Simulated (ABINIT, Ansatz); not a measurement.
# Quasiparticle gap of Li2H6Pt (Fm-3m) in ABINIT

How does a plane-wave GW calculation on Li2H6Pt (Fm-3m) run from the first input to the gap?

Method: LDA and many-body steps on it, plane waves, in ABINIT 10.8.3.

## 1. Starting point

Symmetry: Fm-3m, No. 225, cubic system. Conventional cell: a = 6.650 Å, b = 6.650 Å, c = 6.650 Å, α = 90.00°, β = 90.00°, γ = 90.00°. Nearest to Li lie 12 H at 2.35 Å. Nearest to H lie 1 Pt at 1.63 Å. Pt has 6 H at 1.63 Å nearest. Farther neighbours are not listed.

Coordinates:

```cif
data_structure
_symmetry_space_group_name_H-M 'P 1'
_symmetry_Int_Tables_number 1
_cell_length_a 4.7022
_cell_length_b 4.7022
_cell_length_c 4.7022
_cell_angle_alpha 60.000
_cell_angle_beta 60.000
_cell_angle_gamma 60.000
_cell_volume 73.52
loop_
_atom_site_label
_atom_site_type_symbol
_atom_site_fract_x
_atom_site_fract_y
_atom_site_fract_z
_atom_site_occupancy
Li1 Li 0.75000 0.75000 0.75000 1
Li2 Li 0.25000 0.25000 0.25000 1
H3 H 0.75479 0.75479 0.24521 1
H4 H 0.24521 0.75479 0.24521 1
H5 H 0.75479 0.24521 0.24521 1
H6 H 0.24521 0.24521 0.75479 1
H7 H 0.75479 0.24521 0.75479 1
H8 H 0.24521 0.75479 0.75479 1
Pt9 Pt 0.00000 0.00000 0.00000 1
```

The cell and positions are those that the Materials Project relaxed with its own functionals (PBE, PBE+U or r2SCAN), kept fixed. Spin-orbit coupling is left out unless a step names it.

## 2. Ground state

This step: ABINIT 10.8.3; DFT, LDA, plane waves, norm-conserving pseudopotentials.

The ground-state density comes first.

Input file run.abi:

```
acell 3*1.0 Angstrom
rprim 
  0.000000000000 3.324927160000 3.324927160000
  3.324927160000 0.000000000000 3.324927160000
  3.324927160000 3.324927160000 0.000000000000
ntypat 3
znucl 3 1 78
natom 9
typat 1 1 2 2 2 2 2 2 3
xred 
  0.750000000000 0.750000000000 0.750000000000
  0.250000000000 0.250000000000 0.250000000000
  0.754787880000 0.754787880000 0.245212120000
  0.245212120000 0.754787880000 0.245212120000
  0.754787880000 0.245212120000 0.245212120000
  0.245212120000 0.245212120000 0.754787880000
  0.754787880000 0.245212120000 0.754787880000
  0.245212120000 0.754787880000 0.754787880000
  0.000000000000 0.000000000000 0.000000000000
pp_dirpath "pseudos"
pseudos "Li.upf, H.upf, Pt.upf"
ecut 34
ngkpt 6 6 6
nshiftk 1
shiftk 0 0 0
kptopt 1
chksymbreak 0
nband 23
occopt 1
tolvrs 1e-10
nstep 60
prtwf 0
optforces 0
optstress 0
indata_prefix "in"
outdata_prefix "out"
tmpdata_prefix "tmp"
```

Run with:

```bash
> OMP_NUM_THREADS=1 mpirun -n 4 abinit run.abi > log
```

Numbers of over 12 decimals in the logs are rounded to 6 here.

Output:

```text
.Version 10.8.3 of ABINIT. v10.8.2 released Aug 2026.

 Symmetries : space group Fm -3 m (#225); Bravais cF (face-center cubic)
================================================================================
 Values of the parameters that define the memory need of the present run
     intxc =       0    ionmov =       0      iscf =       7    lmnmax =       8
     lnmax =       8     mgfft =      48  mpssoang =       4    mqgrid =    3001
     natom =       9  nloc_mem =       1    nspden =       1   nspinor =       1
    nsppol =       1      nsym =      48    n1xccc =    2501    ntypat =       3
    occopt =       1   xclevel =       1
-    mband =          23        mffmem =           1         mkmem =           4
       mpw =        4711          nfft =      110592          nkpt =          16
================================================================================
  Rough estimation (10% accuracy) of disk space for files :
================================================================================

--------------------------------------------------------------------------------
------------- Echo of variables that govern the present computation ------------
--------------------------------------------------------------------------------
 -outvars: echo values of preprocessed input variables --------
            acell      1.8897261259E+00  1.8897261259E+00  1.8897261259E+00 Bohr

      chksymbreak           0
             ecut      3.40000000E+01 Hartree
-          fftalg         312

              ixc       -1012
              kpt      0.00000000E+00  0.00000000E+00  0.00000000E+00
                       1.66666667E-01  0.00000000E+00  0.00000000E+00
                       3.33333333E-01  0.00000000E+00  0.00000000E+00
                       5.00000000E-01  0.00000000E+00  0.00000000E+00
                       1.66666667E-01  1.66666667E-01  0.00000000E+00
                       3.33333333E-01  1.66666667E-01  0.00000000E+00
                       5.00000000E-01  1.66666667E-01  0.00000000E+00
                      -3.33333333E-01  1.66666667E-01  0.00000000E+00
                      -1.66666667E-01  1.66666667E-01  0.00000000E+00
   [... 5 further rows ...]
                      -3.33333333E-01  3.33333333E-01  1.66666667E-01
                      -3.33333333E-01  5.00000000E-01  1.66666667E-01
         kptrlatt        6    0    0      0    6    0      0    0    6
          kptrlen      5.33147345E+01
P           mkmem           4
            natom           9
            nband          23
            ngfft          48      48      48
             nkpt          16
            nstep          60
             nsym          48
           ntypat           3
              occ      2.000000  2.000000  2.000000  2.000000  2.000000  2.000000
                       2.000000  2.000000  2.000000  2.000000  2.000000  2.000000
                       2.000000  2.000000  2.000000  0.000000  0.000000  0.000000
                       0.000000  0.000000  0.000000  0.000000  0.000000
        optforces           0
        optstress           0
            prtwf           0
            rprim      0.0000000000E+00  3.3249271600E+00  3.3249271600E+00
[...]
spgroup         225

           tolvrs      1.00000000E-10

             xred      7.5000000000E-01  7.5000000000E-01  7.5000000000E-01
[...]
znucl        3.00000    1.00000   78.00000

================================================================================

 chkinp: Checking input parameters for consistency.

================================================================================
== DATASET  1 ==================================================================
-   mpi_nproc: 4, omp_nthreads: 1 (-1 if OMP is not activated)

--- !DatasetInfo
iteration_state: {dtset: 1, }
dimensions: {natom: 9, nkpt: 16, mband: 23, nsppol: 1, nspinor: 1, nspden: 1, mpw: 4711, }
cutoff_energies: {ecut:  34.0, pawecutdg:  -1.0, }
electrons: {nelect:   3.00000000E+01, charge:   0.00000000E+00, occopt:   1.00000000E+00, tsmear:   1.00000000E-02, }

 Real(R)+Recip(G) space primitive vectors, cartesian coordinates (Bohr,Bohr^-1):
 R(1)=  0.0000000  6.2832017  6.2832017  G(1)= -0.0795773  0.0795773  0.0795773
 R(2)=  6.2832017  0.0000000  6.2832017  G(2)=  0.0795773 -0.0795773  0.0795773
 R(3)=  6.2832017  6.2832017  0.0000000  G(3)=  0.0795773  0.0795773 -0.0795773
 Unit cell volume ucvol=  4.9610431E+02 bohr^3
 Angles (23,13,12)=  6.00000000E+01  6.00000000E+01  6.00000000E+01 degrees

 getcut: wavevector=  0.0000  0.0000  0.0000  ngfft=  48  48  48
         ecut(hartree)=     34.000   => boxcut(ratio)=   2.05798

--- Pseudopotential description ------------------------------------------------
- Li Generated using ONCVPSP code by D. R. Hamann
-  3.00000   3.00000  180309                  znucl, zion, pspdat
12 -1012 1 -1 1944                            pspcod,pspxc,lmax,lloc,mmax
     nproj     2     2     0     0
  pspatm : epsatm=    2.61415252
         --- l  ekb(1:nproj) -->
[...]
pspatm: atomic psp has been read  and splines computed

- H Generated using ONCVPSP code by D. R. Hamann
-  1.00000   1.00000  180309                  znucl, zion, pspdat
12 -1012 1 -1 1180                            pspcod,pspxc,lmax,lloc,mmax
     nproj     2     1     0     0
  pspatm : epsatm=    0.35439867
         --- l  ekb(1:nproj) -->
[...]
1   -0.275071
 pspatm: atomic psp has been read  and splines computed

- Pt Generated using ONCVPSP code by D. R. Hamann
- 78.00000  18.00000  180309                  znucl, zion, pspdat
12 -1012 3 -1 1340                            pspcod,pspxc,lmax,lloc,mmax
     nproj     2     2     2     2
  pspatm : epsatm=   26.53268550
         --- l  ekb(1:nproj) -->
[...]
pspatm: atomic psp has been read  and splines computed

   1.01662148E+03                                ecore*ucvol(ha*bohr**3)
--------------------------------------------------------------------------------

_setup2: Arith. and geom. avg. npw (full set) are    4694.588    4694.580

================================================================================

--- !BeginCycle
iteration_state: {dtset: 1, }
solver: {iscf: 7, nstep: 60, nline: 4, wfoptalg: 0, }
tolerances: {tolvrs: 1.00E-10, }

     iter   Etot(hartree)      deltaE(h)  residm     vres2
 ETOT  1  -148.29052359653    -1.483E+02 8.534E-02 6.939E+02
 ETOT  2  -148.27145721754     1.907E-02 2.041E-02 1.434E+03
 ETOT  3  -148.50064589941    -2.292E-01 1.323E-02 1.178E+01
 ETOT  4  -148.50204291951    -1.397E-03 1.148E-03 3.816E-02
 ETOT  5  -148.50204824979    -5.330E-06 2.271E-03 7.795E-03
 ETOT  6  -148.50204927665    -1.027E-06 4.220E-04 7.655E-04
 ETOT  7  -148.50204935645    -7.979E-08 2.501E-04 7.438E-06
 ETOT  8  -148.50204935690    -4.572E-10 2.555E-04 1.565E-07
 ETOT  9  -148.50204935693    -3.041E-11 1.746E-04 2.738E-08
 ETOT 10  -148.50204935693    -1.535E-12 9.031E-05 2.909E-10
 ETOT 11  -148.50204935695    -1.265E-11 4.772E-05 2.308E-13

 At SCF step   11       vres2   =  2.31E-13 < tolvrs=  1.00E-10 =>converged.

--- !ResultsGS
iteration_state: {dtset: 1, }
comment   : Summary of ground state results
lattice_vectors:
- [  0.0000000,   6.2832017,   6.2832017, ]
- [  6.2832017,   0.0000000,   6.2832017, ]
- [  6.2832017,   6.2832017,   0.0000000, ]
lattice_lengths: [   8.88579,    8.88579,    8.88579, ]
lattice_angles: [ 60.000,  60.000,  60.000, ] # degrees, (23, 13, 12)
lattice_volume:   4.9610431E+02
convergence: {deltae: -1.265E-11, res2:  2.308E-13, residm:  4.772E-05, diffor:  0.000E+00, }
etotal    :  -1.48502049E+02
entropy   :   0.00000000E+00
fermie    :   5.78401079E-02
cartesian_stress_tensor: null
pressure_GPa: null
xred      :
- [  7.5000E-01,   7.5000E-01,   7.5000E-01, Li]
- [  2.5000E-01,   2.5000E-01,   2.5000E-01, Li]
- [  7.5479E-01,   7.5479E-01,   2.4521E-01,  H]
- [  2.4521E-01,   7.5479E-01,   2.4521E-01,  H]
- [  7.5479E-01,   2.4521E-01,   2.4521E-01,  H]
- [  2.4521E-01,   2.4521E-01,   7.5479E-01,  H]
- [  7.5479E-01,   2.4521E-01,   7.5479E-01,  H]
- [  2.4521E-01,   7.5479E-01,   7.5479E-01,  H]
- [  0.0000E+00,   0.0000E+00,   0.0000E+00, Pt]
cartesian_forces: null
force_length_stats: {min: null, max: null, mean: null, }

 Integrated electronic density in atomic spheres:
 ------------------------------------------------
 Atom  Sphere_radius  Integrated_density
[...]
================================================================================

 ----iterations are completed or convergence reached----

 Mean square residual over all n,k,spin=   17.164E-08; max=  47.716E-06
 reduced coordinates (array xred) for    9 atoms
[...]
0.754787880000      0.245212120000      0.245212120000
       0.245212120000      0.245212120000      0.754787880000
       0.754787880000      0.245212120000      0.754787880000
       0.245212120000      0.754787880000      0.754787880000
       0.000000000000      0.000000000000      0.000000000000
 rms dE/dt=  0.0000E+00; max dE/dt=  0.0000E+00; dE/dt below (all hartree)
    1       0.000000000000      0.000000000000      0.000000000000
    2       0.000000000000      0.000000000000      0.000000000000
    3       0.000000000000      0.000000000000      0.000000000000
    4       0.000000000000      0.000000000000      0.000000000000
    5       0.000000000000      0.000000000000      0.000000000000
    6       0.000000000000      0.000000000000      0.000000000000
    7       0.000000000000      0.000000000000      0.000000000000
    8       0.000000000000      0.000000000000      0.000000000000
    9       0.000000000000      0.000000000000      0.000000000000

 cartesian coordinates (angstrom) at end:
    1      4.987391     4.987391     4.987391
[...]
5      1.630625     3.324927     3.324927
    6      3.324927     3.324927     1.630625
    7      3.324927     5.019229     3.324927
    8      5.019229     3.324927     3.324927
    9      0.000000     0.000000     0.000000
 length scales=  1.889726125908  1.889726125908  1.889726125908 bohr
              =  1.000000000000  1.000000000000  1.000000000000 angstroms
 prteigrs : about to open file out_EIG
 Fermi (or HOMO) energy (hartree) =   0.05784   Average Vxc (hartree)=  -0.35530
 Eigenvalues (hartree) for nkpt=  16  k points:
 kpt#   1, nband= 23, wtk=  0.00463, kpt=  0.0000  0.0000  0.0000 (reduced coord)
  -3.54425   -1.85566   -1.85566   -1.85566   -1.53040   -1.53009   -0.21595   -0.12756
  -0.12756   -0.03023   -0.03023   -0.03023    0.04216    0.04216    0.04216    0.28676
   0.31813    0.31813    0.31813    0.34814    0.34814    0.34876    0.34898
 prteigrs : prtvol=0 or 1, do not print more k-points.

--- !EnergyTerms
iteration_state     : {dtset: 1, }
comment             : Components of total free energy in Hartree
kinetic             :  5.04112914575827E+01
hartree             :  4.62842636256332E+01
xc                  : -2.88815779668448E+01
Ewald energy        : -7.39407568989134E+01
psp_core            :  2.04920909901396E+00
local_psp           : -1.42882325829090E+02
non_local_psp       : -1.54215284432838E+00
total_energy        : -1.48502049356947E+02
total_energy_eV     : -4.04094662337161E+03
band_energy         : -2.53547856901746E+01

== END DATASET(S) ==============================================================
================================================================================

 -outvars: echo values of variables after computation  --------
           etotal     -1.4850204936E+02
            nband          23
             nkpt          16
          spgroup         225
 [... the other variables as echoed above ...]

 Calculation completed.
```

It took 15 s on 4 MPI ranks of Intel Xeon 6975P-C (Granite Rapids), shared host; peak memory 0.4 GiB.

Numbers from this step:

```
total energy               : -4040.9466 eV
gap                        : 2.594 eV
k of the valence top       : -0.1667, 0.1667, 0
k of the conduction bottom : 0.5, 0.5, 0
least direct gap           : 4.335 eV
```

The gap is indirect, with the least direct gap 1.74 eV higher.

[end of part 1 of 3]

[Paths, hosts, dates, memory and timing lines, banners, echoed tables and standing remarks are left out of the program output.]

[Logs are printed without paths, hosts, clocks, repeated set-up lines and the standing remarks that a program may print on its own settings, such as how far it seeks lower states.]

[Runs of the session that timed out or met a known fault of the program may be left out.]

[Hosts, paths, dates, database ids (printed as entryN), source tags and the programs' standing remarks are cut or masked in the printed files.]

[G0W0 gaps are taken among the corrected bands and points alone; a level outside them can change the order at an edge.]

[Where Ansatz stands beside ABINIT at settings called matched, ABINIT's density can come from a denser mesh and the files from another edition; pairs whose starting gaps differed by over 0.03 eV were left out, so agreement reads better than it is.]
